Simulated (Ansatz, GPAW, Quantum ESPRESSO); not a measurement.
# Photoemission of the MXene Zr3C2 with O ends, part 2 of 8

Wanted: the XPS lines and the band structure of the MXene Zr3C2 with O ends.

Ansatz 0.2.0, Quantum ESPRESSO 7.5 and GPAW 26.7.0; DFT, LDA, plane-wave PAW, default files, scalar-relativistic (the session's first sound run).

So far, work function, upper face (eV): step 2 (relaxation) 5.42.

## 3. Layer-resolved bands, DOS and potential

The main run: bands along the zone's path, each state's share in the top and middle regions, the DOS and the planar potential.

The input, input.yaml:

```yaml
crystal:
  lattice:
    - [3.2642258002, 0.0, 0.0]
    - [-1.6321129001, 2.8269024667, 0.0]
    - [0.0, 0.0, 21.7]
  atoms:
    - { symbol: O, position: [0.6666666667, 0.3333333333, 0.6674958803] }
    - { symbol: Zr, position: [0.3333333333, 0.6666666667, 0.6259914924] }
    - { symbol: C, position: [0.0, 0.0, 0.5620210644] }
    - { symbol: Zr, position: [0.6666666667, 0.3333333333, 0.5] }
    - { symbol: C, position: [0.3333333333, 0.6666666667, 0.4379789356] }
    - { symbol: Zr, position: [0.0, 0.0, 0.3740085076] }
    - { symbol: O, position: [0.6666666667, 0.3333333333, 0.3325041197] }
kpoints:
  mp_grid: { grid: [12, 12, 1] }
scf:
  occupations: { method: fermi_dirac, width: 0.05 }
  n_extra_bands: 8
hamiltonian:
  xc: lda
  pseudopotentials: { kind: paw }
output:
  forces: true
  write_potential: true
  volumetric_format: []
  efg: { contact_densities: true }
  dos:
    projected: true
    de: 0.05
    e_range: [-30, 12]
    method: { smearing: { sigma: 0.15, scheme: gaussian } }
  eigenstates:
    kpoints:
      - [0.33333333, 0.33333333, 0.0]
      - [0.31666667, 0.31666667, 0.0]
      - [0.3, 0.3, 0.0]
      - [0.28333333, 0.28333333, 0.0]
      - [0.26666667, 0.26666667, 0.0]
      - [0.25, 0.25, 0.0]
      # [... 40 more points ...]
      - [0.36666667, 0.26666667, 0.0]
      - [0.35, 0.3, 0.0]
    e_range: [-8.0, 4.0]
    unfold:
      supercell_matrix: [[1, 0, 0], [0, 1, 0], [0, 0, 1]]
      layers:
        axis: 3
        edges: [0.148172, 0.42865, 0.42875, 0.57125, 0.57135, 0.851828]
```

Started as:

```bash
$ ansatz run input.yaml --threads 8 --pin off --max-ram 22528MiB --backend cpu --events-out ev --progress --plain --runs-dir out
```

Numbers of over 12 decimals in the logs are rounded to 6 here.

The program printed:

```text
[...]
Zr: output.efg is read without spin–orbit coupling, which moves field gradients at and beside such atoms by some per cent and up to a factor of two; PAW files take it under magnetization.noncollinear and magnetization.spin_orbit
[...]
Crystal: 7 atoms, lattice volume = 200.240 Å³
Basis set: ecut = 420 eV, 3985 PW (Γ)
Bands: 36, of which v1, the nominal top of the filled ones, is band 28 counted from 1 (27 counted from 0)
Symmetry: 12 space group operations
[...]
k-points: 19 of 144
[...]
SCF iter   1: F=—  HF=-13836.931894 eV  |F-HF|=—  |Δ(HF+E_count)|=         —  Δρ=8.64e-3  dr2=1.45e-1  ethr=1.77e-3  ⟨swp⟩=7.5  Hψ=3265  notcnv=0  defer=4
[...]
SCF iter   8: F=-13836.903802 eV  HF=-13836.903802 eV  |F-HF|=1.88e-9  |Δ(HF+E_count)|=   3.48e-8  Δρ=2.59e-6  dr2=1.07e-8  ethr=1.79e-10  ⟨swp⟩=10.4  Hψ=4878  notcnv=0
SCF 1 converged in 8 iterations: F = -13836.903802 eV  dr2 = 1.07e-8
[...]
NSCF: frozen V_eff on 48 k-points
[...]
SCF converged after 8 iterations
Free energy (F): -13836.903802 eV
[...]
Internal energy: -13836.897721 eV  (E = F + TS)
E sigma→0 (E₀):  -13836.900762 eV
Entropy (-TS):   -0.006081 eV (-0.869 meV/atom)
Fermi energy:    2.839575 eV
[...]
--- Forces (eV/Å), atoms counted from 1 ---
  atom   1  O      0.00000000    -0.00000000     0.00127235
  atom   2  Zr    -0.00000000    -0.00000000    -0.00149162
  atom   3  C      0.00000000     0.00000000    -0.00033601
  atom   4  Zr     0.00000000     0.00000000     0.00000000
  atom   5  C      0.00000000    -0.00000000     0.00033601
  atom   6  Zr     0.00000000     0.00000000     0.00149162
  atom   7  O     -0.00000000     0.00000000    -0.00127235
  max |Σ_I F_I| component: 2.43e-17 eV/Å
--- PAW observables at the nuclei: V_zz in 10²¹ V/m², potentials from the cell's mean, atoms counted from 1 ---
  atom   1  O  V_zz =    +0.202795   η = 0.0000   by run symmetry: allowed
            electrostatic potential = -617.104031 V   contact ρ = 2125.573399 e/Å³
  atom   2  Zr V_zz =    +8.990767   η = 0.0000   by run symmetry: allowed
            electrostatic potential = -5916.780791 V   contact ρ = 488378.050046 e/Å³
  atom   3  C  V_zz =    -0.713631   η = 0.0000   by run symmetry: allowed
            electrostatic potential = -411.184120 V   contact ρ = 852.976450 e/Å³
  atom   4  Zr V_zz =    -0.280712   η = 0.0000   by run symmetry: allowed
            electrostatic potential = -5917.696751 V   contact ρ = 488375.667379 e/Å³
  atom   5  C  V_zz =    -0.713631   η = 0.0000   by run symmetry: allowed
            electrostatic potential = -411.184120 V   contact ρ = 852.976450 e/Å³
  atom   6  Zr V_zz =    +8.990767   η = 0.0000   by run symmetry: allowed
            electrostatic potential = -5916.780791 V   contact ρ = 488378.050046 e/Å³
  atom   7  O  V_zz =    +0.202795   η = 0.0000   by run symmetry: allowed
            electrostatic potential = -617.104031 V   contact ρ = 2125.573399 e/Å³
--- Band table (eV; the first three rows and the last of 19) ---
  k-point 0: bands = [... 24 lower, 0.9910, 2.3278, 3.1511, 3.1511, 4.3801, 4.3801, 4.5069, 5.1906, ... 4 higher]
  k-point 1: bands = [... 24 lower, 1.0004, 2.4042, 2.4389, 2.7660, 4.1736, 4.7442, 4.8917, 5.3381, ... 4 higher]
  k-point 2: bands = [... 24 lower, 0.9916, 1.3401, 2.1998, 2.2619, 3.7260, 5.0871, 5.1363, 5.6685, ... 4 higher]
  k-point 18: bands = [... 24 lower, 0.0102, 0.4959, 0.4959, 0.8172, 5.2410, 5.2410, 5.8429, 5.8429, ... 4 higher]
```

It took 4.1 s on 8 threads of Arm Neoverse V2, shared host; peak memory 0.82 GiB.

This step gave:

| Property | Result |
| --- | --- |
| zero of energy | Fermi level |
| share of occupied states in no projected shell | 0.0039 of the occupied states in the window |
| DOS at the Fermi level | 0.686 states/eV/cell |

A(k,E), total over k along the path and E. Zero: Fermi level.

Ten even steps from '_' (0.06 eV⁻¹) to '@' (5.20 eV⁻¹), each cell a mean:
```
--====--==========------==------========--::::::::==++++==--
++==--::::::--====++==--::--==++==::::..____________..--==++
====--......__..::==**++++++**++==--::....______....::::--==
....::====--::::::--==++++**==::..........::::::::....::....
________..::::----::----==----::____________________....____
______________________..........::....____________..________
____________________..--====..____..::::::......::__________
________________..::++==::--++--....__....::::::..__________
______________..--==--......----====------======--..________
______....::--==--::..........::::::--::::......::--::..____
::--==++******==------======----======::::........::------::
********++==--====----......::--------==============++******
####++==----====--::::::..::::::------::--==========++++####
::----------::..______......______..::::..::::::::--------::
--====----::....__________________....==******####****++==--
%%##**######**++--::..........::--++####****++++++++++++##%%
************##%%@@@@@@%%%%%%%%@@@@%%**==--::::..::::--==****
....::::------==++**##%%%%%%##**++========--::::::--==--....
__________________................____....::------::..______
____________________________________________________________
____________________________________________________________
____________________________________________________________
```
Columns: k along the path (Å⁻¹) from 0 to 3.04; rows upwards: E (eV) from -7.7 to 3.60.

A(k,E), top over k along the path and E. Zero: Fermi level.

Ten even steps from '0' (0.03 eV⁻¹) to '9' (2.43 eV⁻¹), each cell a mean:
```
233333333222221233332111234432
432222233432223322210000001244
332100001344444433211000012223
012222111223333111111111110110
000001111122221100000000001000
000000000000000111000000010000
000000000001220000111111100000
000000000122122200000111000000
000000012211111222111222210000
000001221100000111111000111000
122333321111111111110000011111
333322112110001111122111112333
332111121111111111111222222233
112221100000100000111122222221
333322110000000000134556665543
766666653211111234676655554567
666656789998888998643211123466
112233345578887644444322234311
000000000111111110011223221000
000000000000000000000000000000
000000000000000000000000000000
000000000000000000000000000000
```
Columns: k along the path (Å⁻¹) from 0 to 3.04; rows upwards: E (eV) from -7.7 to 3.60.

A(k,E), middle over k along the path and E. Zero: Fermi level.

Ten even steps from '0' (0.01 eV⁻¹) to '9' (2.06 eV⁻¹), each cell a mean:
```
432123333323432333332111122334
211111223332123332210000000122
332110011242124432100000001123
012333222345554210000111000110
000012333233442200000000002100
000000001111211122100000021000
000000000014652101222211200000
000000001264346421111233100000
000000014542223454444555420000
000112355311111332333211232100
334678865557876567543222223333
887776566653235555566666667888
997655554332222345434555567799
233333210001110001321111223332
111111000000000000023333322111
322222110000000001111111111123
111111111111111111100000000111
000000011111111111111100001000
000000000000000000000011100000
000000000000000000000000000000
000000000000000000000000000000
000000000000000000000000000000
```
Columns: k along the path (Å⁻¹) from 0 to 3.04; rows upwards: E (eV) from -7.7 to 3.60.

Peaks of A(k,E) at the labelled points: for each region the eleven nearest the zero at most, each over 6 % of that point's highest, less those above the energy where the solved bands run out; weight and spread sum the levels within three half widths or 0.3 eV, so near peaks share levels. Peaks of the spectral function, the first 40 of 72 rows:

| point | weight on | E (eV) | A (1/eV) | weight near the peak | rms spread of levels (eV) |
| --- | --- | --- | --- | --- | --- |
| K | total | -4.88 | 4.09 | 5 | 0.249 |
| K | total | -4.38 | 5.33 | 6 | 0.294 |
| K | total | -2.86 | 4.958 | 5 | 0.267 |
| K | total | -2.34 | 4.329 | 5 | 0.313 |
| K | total | 2.4 | 3.573 | 2 | 0 |
| K | total | 3 | 3.742 | 5 | 0.417 |
| K | total | 3.48 | 2.176 | 3 | 0.234 |
| K | top | -4.88 | 1.918 | 2.221 | 0.254 |
| K | top | -4.36 | 2.264 | 2.692 | 0.303 |
| K | top | -2.88 | 1.182 | 1.214 | 0.281 |
| K | top | -2.34 | 1.119 | 1.175 | 0.309 |
| K | top | 2.4 | 1.341 | 0.743 | 0 |
| K | top | 3 | 1.607 | 1.785 | 0.35 |
| K | middle | -4.4 | 0.807 | 0.615 | 0.176 |
| K | middle | -2.84 | 2.628 | 2.568 | 0.255 |
| K | middle | -2.34 | 2.089 | 2.645 | 0.307 |
| K | middle | 2.4 | 0.89 | 0.513 | 0 |
| K | middle | 3.5 | 1.253 | 0.915 | 0.194 |
| Γ | total | -5.16 | 7.293 | 6 | 0.181 |
| Γ | total | -3.08 | 1.795 | 1 | 0 |
| Γ | total | -1.84 | 3.344 | 2 | 0 |
| Γ | total | -0.5 | 1.935 | 1 | 0 |
| Γ | total | 0.32 | 3.476 | 2 | 0 |
| Γ | total | 1.58 | 4.767 | 3 | 0.06 |
| Γ | total | 2.34 | 3.694 | 2 | 0 |
| Γ | total | 3.2 | 2.283 | 3 | 0.245 |
| Γ | top | -5.16 | 3.48 | 2.793 | 0.172 |
| Γ | top | -3.1 | 0.548 | 0.306 | 0 |
| Γ | top | -1.84 | 0.428 | 0.235 | 0 |
| Γ | top | -0.5 | 0.557 | 0.298 | 0 |
| Γ | top | 0.32 | 0.836 | 0.47 | 0 |
| Γ | top | 1.58 | 1.368 | 0.838 | 0.06 |
| Γ | top | 2.34 | 1.651 | 0.949 | 0 |
| Γ | top | 3.2 | 0.739 | 0.808 | 0.256 |
| Γ | middle | -5.5 | 0.4 | 0.413 | 0.256 |
| Γ | middle | -3.08 | 0.698 | 0.387 | 0 |
| Γ | middle | -1.84 | 2.485 | 1.529 | 0 |
| Γ | middle | -0.5 | 0.819 | 0.404 | 0 |
| Γ | middle | 0.32 | 1.799 | 1.056 | 0 |
| Γ | middle | 1.58 | 2.029 | 1.323 | 0.06 |

The DOS has structure finer than the step of the table below, so its rows give means over 1 eV, whole bins alone (the curve runs from -29.4 to 3.33 eV). Peaks (eV: height): total -26.7: 20.2, -25.9: 12.2, -17.7: 9.80, -4.6: 10.0; O 2p -5.2: 5.16, -4.6: 6.52; Zr 4d -4.6: 2.28, -2.7: 2.58, -2.1: 2.23, 2.0: 3.30; C 2p -2.7: 3.70, -2.1: 3.11, -1.2: 2.25, 2.0: 0.518; C 2s -9.2: 2.49.

* holds the states left over by the projection beside any projected weight of its own. The DOS by E, zero at the Fermi level; means over each step; 7 of 9 lines; values in states/eV/cell:

| E (eV) | total | O 2p | Zr 4d | C 2p | C 2s | Zr 5s | Zr 5p* |
| --- | --- | --- | --- | --- | --- | --- | --- |
| -28 | 0.393 | 0.00614 | 0.00425 | 0.00575 | 0.00331 | 0.00224 | 0 |
| -27 | 10.5 | 0.137 | 0.0768 | 0.112 | 0.0469 | 0.0669 | 0 |
| -26 | 7.00 | 0.0172 | 0.0365 | 0.113 | 0.0296 | 0.0249 | 0 |
| -25 | 0.127 | 0 | 2.5e-4 | 0.00123 | 4.3e-5 | 9.2e-5 | 0 |
| -24 | 0 | 0 | 0 | 0 | 0 | 0 | 0 |
| -23 | 0 | 0 | 0 | 0 | 0 | 0 | 0 |
| -22 | 0 | 0 | 0 | 0 | 0 | 0 | 0 |
| -21 | 0 | 0 | 0 | 0 | 0 | 0 | 0 |
| -20 | 0 | 0 | 0 | 0 | 0 | 0 | 0 |
| -19 | 7.5e-5 | 0 | 0 | 0 | 0 | 1.4e-5 | 2.7e-6 |
| -18 | 3.79 | 0.00705 | 0.374 | 0.00356 | 3.0e-4 | 0.220 | 0.248 |
| -17 | 0.209 | 2.6e-4 | 0.0266 | 7.3e-5 | 1.5e-5 | 0.00324 | 0.0153 |
| -16 | 0 | 0 | 0 | 0 | 0 | 0 | 0 |
| -15 | 0 | 0 | 0 | 0 | 0 | 0 | 0 |
| -14 | 0 | 0 | 0 | 0 | 0 | 0 | 0 |
| -13 | 0 | 0 | 0 | 0 | 0 | 0 | 0 |
| -12 | 0 | 0 | 0 | 0 | 0 | 0 | 0 |
| -11 | 0.0298 | 1.8e-4 | 4.1e-4 | 2.2e-4 | 0.0131 | 0.0142 | 8.7e-4 |
| -10 | 1.11 | 0.0102 | 0.204 | 0.0100 | 0.571 | 0.274 | 0.0372 |
| -9 | 2.78 | 0.0339 | 0.688 | 0.0192 | 1.68 | 0.221 | 0.112 |
| -8 | 0.0775 | 5.2e-4 | 0.0130 | 3.5e-4 | 0.0561 | 0.00229 | 0.00406 |
| -7 | 0 | 0 | 0 | 0 | 0 | 0 | 0 |
| -6 | 0.871 | 0.437 | 0.260 | 0.0913 | 0.00994 | 0.0583 | 0.00871 |
| -5 | 6.97 | 4.38 | 1.76 | 0.412 | 0.0849 | 0.191 | 0.116 |
| -4 | 4.81 | 3.14 | 0.868 | 0.479 | 0.0361 | 0.130 | 0.121 |
| -3 | 3.65 | 0.569 | 1.19 | 1.60 | 0.0493 | 0.103 | 0.127 |
| -2 | 4.64 | 0.526 | 1.62 | 2.30 | 0.0234 | 0.0376 | 0.122 |
| -1 | 2.72 | 0.383 | 0.723 | 1.48 | 0.0169 | 0.0142 | 0.0930 |
| 0 | 0.666 | 0.110 | 0.286 | 0.239 | 0.00519 | 0.00531 | 0.0176 |
| 1 | 1.33 | 0.151 | 0.919 | 0.208 | 0.00511 | 0.00399 | 0.0332 |
| 2 | 2.63 | 0.231 | 1.99 | 0.278 | 0.0234 | 0.0333 | 0.0605 |

Simulated valence spectra by photon energy, shown to 13 eV, since a deeper line would dwarf them at some energies; the 100 % can be that line's tail at the edge; this run's widths, added to any smearing of the DOS itself: Gaussian 0.35 eV, Lorentzian 0.1 eV. The intensity by binding energy, zero at the Fermi level; values in % of the maximum within 13 eV:

| binding energy (eV) | 21.2 eV | 150 eV | 1486.7 eV | 2984.3 eV | 5414.7 eV |
| --- | --- | --- | --- | --- | --- |
| -1 | 0.419 | 0.236 | 0.533 | 0.555 | 0.494 |
| 0 | 4.51 | 2.08 | 5.40 | 5.02 | 3.81 |
| 1 | 36.9 | 16.5 | 36.1 | 33.2 | 24.9 |
| 2 | 68.0 | 27.8 | 79.6 | 73.4 | 54.7 |
| 3 | 36.7 | 17.9 | 44.4 | 42.6 | 34.8 |
| 4 | 57.4 | 61.5 | 51.1 | 47.4 | 40.1 |
| 5 | 83.1 | 80.1 | 88.4 | 80.3 | 63.4 |
| 6 | 8.46 | 7.15 | 10.5 | 10.4 | 9.36 |
| 7 | 0.791 | 0.742 | 1.27 | 1.39 | 1.34 |
| 8 | 0.754 | 0.882 | 2.37 | 2.74 | 2.75 |
| 9 | 18.0 | 22.4 | 73.1 | 83.9 | 84.8 |
| 10 | 3.73 | 5.75 | 20.3 | 27.8 | 34.9 |
| 11 | 0.257 | 0.363 | 1.25 | 1.71 | 2.05 |
| 12 | - | 0.178 | 0.656 | 0.914 | 1.05 |

Maxima picked by a test of local sharpness, so broad peaks and shoulders can be missing; peaks within 0.45 eV of a curve's cut are left out. Valence peaks, by row:

| photon energy (eV) | binding energy (eV) | height (% of the maximum within 13 eV) | main shell | its share (%) |
| --- | --- | --- | --- | --- |
| 21.2 | 9.3 | 23.04 | Zr 4d | 77.94 |
| 21.2 | 5.15 | 85.87 | O 2p | 54.8 |
| 21.2 | 4.55 | 100 | O 2p | 58.67 |
| 21.2 | 2.55 | 74.67 | Zr 4d | 51.29 |
| 21.2 | 2.15 | 71.32 | Zr 4d | 52.17 |
| 21.2 | 1.2 | 41.67 | Zr 4d | 45.15 |
| 150 | 26.7 | 103.3 | Zr 4p | 94.09 |
| 150 | 25.9 | 46.4 | Zr 4p | 97.3 |
| 150 | 17.75 | 129.7 | O 2s | 96.33 |
| 150 | 9.2 | 25.71 | C 2s | 74.35 |
| 150 | 5.15 | 81.91 | O 2p | 84.28 |
| 150 | 4.55 | 100 | O 2p | 86.07 |
| 150 | 2.6 | 31.02 | O 2p | 38.69 |
| 150 | 2.1 | 28.63 | O 2p | 37.38 |
| 150 | 1.15 | 18.59 | O 2p | 44.44 |
| 1487 | 26.7 | 2289 | Zr 4p | 99.54 |
| 1487 | 25.9 | 1357 | Zr 4p | 99.73 |
| 1487 | 17.75 | 372.2 | O 2s | 90.88 |
| 1487 | 9.25 | 88.03 | C 2s | 50.91 |
| 1487 | 5.2 | 93.33 | Zr 4d | 72.43 |
| 1487 | 4.6 | 100 | Zr 4d | 69.39 |
| 1487 | 2.6 | 88.86 | Zr 4d | 87.05 |
| 1487 | 2.15 | 83.95 | Zr 4d | 89.71 |
| 1487 | 1.2 | 42.57 | Zr 4d | 87.01 |
| 2984 | 26.7 | 4106 | Zr 4p | 99.7 |
| 2984 | 25.9 | 2472 | Zr 4p | 99.82 |
| 2984 | 17.75 | 469 | O 2s | 91.39 |
| 2984 | 9.25 | 100 | C 2s | 52.3 |
| 2984 | 5.2 | 86.46 | Zr 4d | 70.27 |
| 2984 | 4.6 | 90.19 | Zr 4d | 69.22 |
| 2984 | 2.6 | 84.39 | Zr 4d | 83.17 |
| 2984 | 1.2 | 39.04 | Zr 4d | 85.69 |
| 5415 | 26.7 | 5258 | Zr 4p | 99.75 |
| 5415 | 25.9 | 3188 | Zr 4p | 99.85 |
| 5415 | 17.75 | 497.2 | O 2s | 91.12 |
| 5415 | 9.25 | 100 | C 2s | 51.91 |
| 5415 | 5.25 | 70.99 | Zr 4d | 58.95 |
| 5415 | 4.6 | 70.77 | Zr 4d | 61.69 |
| 5415 | 2.6 | 66.9 | Zr 4d | 73.66 |
| 5415 | 1.2 | 29.21 | Zr 4d | 80.28 |

The planar mean, electrostatic potential oscillates, so the rows of the table below give means over windows of 1.01 Å about each position, cut where the curve ends. Its maxima inside the range that stand out by 2 % of the span (Å: eV): 9.0: -5.22, 10.0: -5.46, 11.7: -5.46, 12.7: -5.22. Its minima: 8.1: -17.6, 9.5: -7.32, 10.8: -16.8, 12.2: -7.32, 13.6: -17.6.

From the Fermi level. Table of planar mean, electrostatic potential by z; means over each step:

| z (Å) | planar mean, electrostatic potential (eV) |
| --- | --- |
| 0.51 | 5.42 |
| 1.52 | 5.42 |
| 2.53 | 5.42 |
| 3.54 | 5.42 |
| 4.55 | 5.42 |
| 5.56 | 5.29 |
| 6.57 | 1.15 |
| 7.58 | -13.2 |
| 8.59 | -11.3 |
| 9.60 | -6.36 |
| 10.61 | -13.2 |
| 11.62 | -8.18 |
| 12.63 | -6.97 |
| 13.64 | -15.7 |
| 14.65 | -5.80 |
| 15.66 | 4.69 |
| 16.67 | 5.40 |
| 17.68 | 5.42 |
| 18.69 | 5.42 |
| 19.70 | 5.42 |
| 20.71 | 5.42 |

Shapes are the site's partial DOS without matrix elements, which overweights lines from ligand s bands. Intensity against emission energy less the core level's binding energy, zero at the Fermi level; read off at these points; 7 of 9 lines; values in % of the unpolarised maximum:

| emission energy less the core level's binding energy (eV) | O K | O K, E along x | O K, E along y | O K, E along z | Zr L-beta2 | C K | C K, E along x |
| --- | --- | --- | --- | --- | --- | --- | --- |
| -29.0 | 0.0299 | 0.0307 | 0.0307 | 0.0283 | 0.867 | 0.0267 | 0.0254 |
| -28.0 | 0.176 | 0.129 | 0.129 | 0.269 | 1.85 | 0.195 | 0.149 |
| -27.0 | 2.46 | 2.93 | 2.93 | 1.51 | 3.49 | 3.56 | 3.86 |
| -26.0 | 0.398 | 0.559 | 0.559 | 0.0753 | 2.88 | 4.63 | 4.02 |
| -25.0 | 0.0421 | 0.0513 | 0.0513 | 0.0239 | 1.52 | 0.137 | 0.154 |
| -24.0 | 0.0249 | 0.0279 | 0.0279 | 0.0187 | 1.04 | 0.0296 | 0.0298 |
| -23.0 | 0.0211 | 0.0226 | 0.0226 | 0.0180 | 1.00 | 0.0182 | 0.0181 |
| -22.0 | 0.0207 | 0.0216 | 0.0216 | 0.0188 | 1.15 | 0.0147 | 0.0146 |
| -21.0 | 0.0217 | 0.0222 | 0.0222 | 0.0207 | 1.51 | 0.0137 | 0.0135 |
| -20.0 | 0.0240 | 0.0240 | 0.0240 | 0.0240 | 2.36 | 0.0139 | 0.0136 |
| -19.0 | 0.0292 | 0.0269 | 0.0269 | 0.0338 | 5.09 | 0.0159 | 0.0151 |
| -18.0 | 0.180 | 0.0538 | 0.0538 | 0.433 | 13.2 | 0.160 | 0.112 |
| -17.0 | 0.0453 | 0.0366 | 0.0366 | 0.0627 | 9.33 | 0.0222 | 0.0219 |
| -16.0 | 0.0408 | 0.0407 | 0.0407 | 0.0409 | 4.02 | 0.0198 | 0.0195 |
| -15.0 | 0.0477 | 0.0486 | 0.0486 | 0.0460 | 2.88 | 0.0225 | 0.0222 |
| -14.0 | 0.0580 | 0.0595 | 0.0595 | 0.0549 | 2.87 | 0.0264 | 0.0261 |
| -13.0 | 0.0726 | 0.0749 | 0.0749 | 0.0680 | 3.48 | 0.0318 | 0.0315 |
| -12.0 | 0.0945 | 0.0981 | 0.0981 | 0.0873 | 4.98 | 0.0399 | 0.0397 |
| -11.0 | 0.135 | 0.139 | 0.139 | 0.126 | 9.03 | 0.0596 | 0.0579 |
| -10.0 | 0.390 | 0.428 | 0.428 | 0.313 | 22.1 | 0.408 | 0.512 |
| -9.0 | 1.02 | 1.16 | 1.16 | 0.741 | 31.8 | 0.844 | 0.815 |
| -8.0 | 0.483 | 0.523 | 0.523 | 0.402 | 19.5 | 0.147 | 0.144 |
| -7.0 | 1.03 | 1.14 | 1.14 | 0.814 | 21.3 | 0.233 | 0.226 |
| -6.0 | 10.4 | 12.1 | 12.1 | 6.88 | 46.8 | 2.92 | 2.94 |
| -5.0 | 86.4 | 103 | 103 | 52.6 | 86.9 | 12.4 | 10.8 |
| -4.7 | 97.0 | 108 | 108 | 75.6 | 89.8 | 17.0 | 17.3 |
| -4.6 | 99.4 | 107 | 107 | 83.3 | 89.6 | 18.5 | 19.5 |
| -4.0 | 67.2 | 50.6 | 50.6 | 100 | 82.3 | 17.0 | 20.7 |
| -3.0 | 13.2 | 9.65 | 9.65 | 20.3 | 89.8 | 48.4 | 49.7 |
| -2.0 | 13.0 | 10.6 | 10.6 | 17.8 | 94.8 | 88.5 | 93.5 |
| -1.0 | 8.94 | 8.61 | 8.61 | 9.60 | 59.0 | 56.0 | 46.2 |
| 0.0 | 1.48 | 1.27 | 1.27 | 1.75 | 27.1 | 5.90 | 6.08 |
| 1.0 | 0.264 | 0.245 | 0.245 | 0.300 | 12.2 | 0.446 | 0.424 |

[end of part 2 of 8]

[Logs are printed without paths, hosts, clocks, repeated set-up lines and the standing remarks that a program may print on its own settings, such as how far it seeks lower states.]

[Hosts, paths, dates, database ids (printed as entryN), source tags and the programs' standing remarks are cut or masked in the printed files.]

[Maps of the electrostatic potential energy from Ansatz leave out the sawtooth potential of an applied field or a dipole correction, so their vacuum need not be flat; work functions include it.]
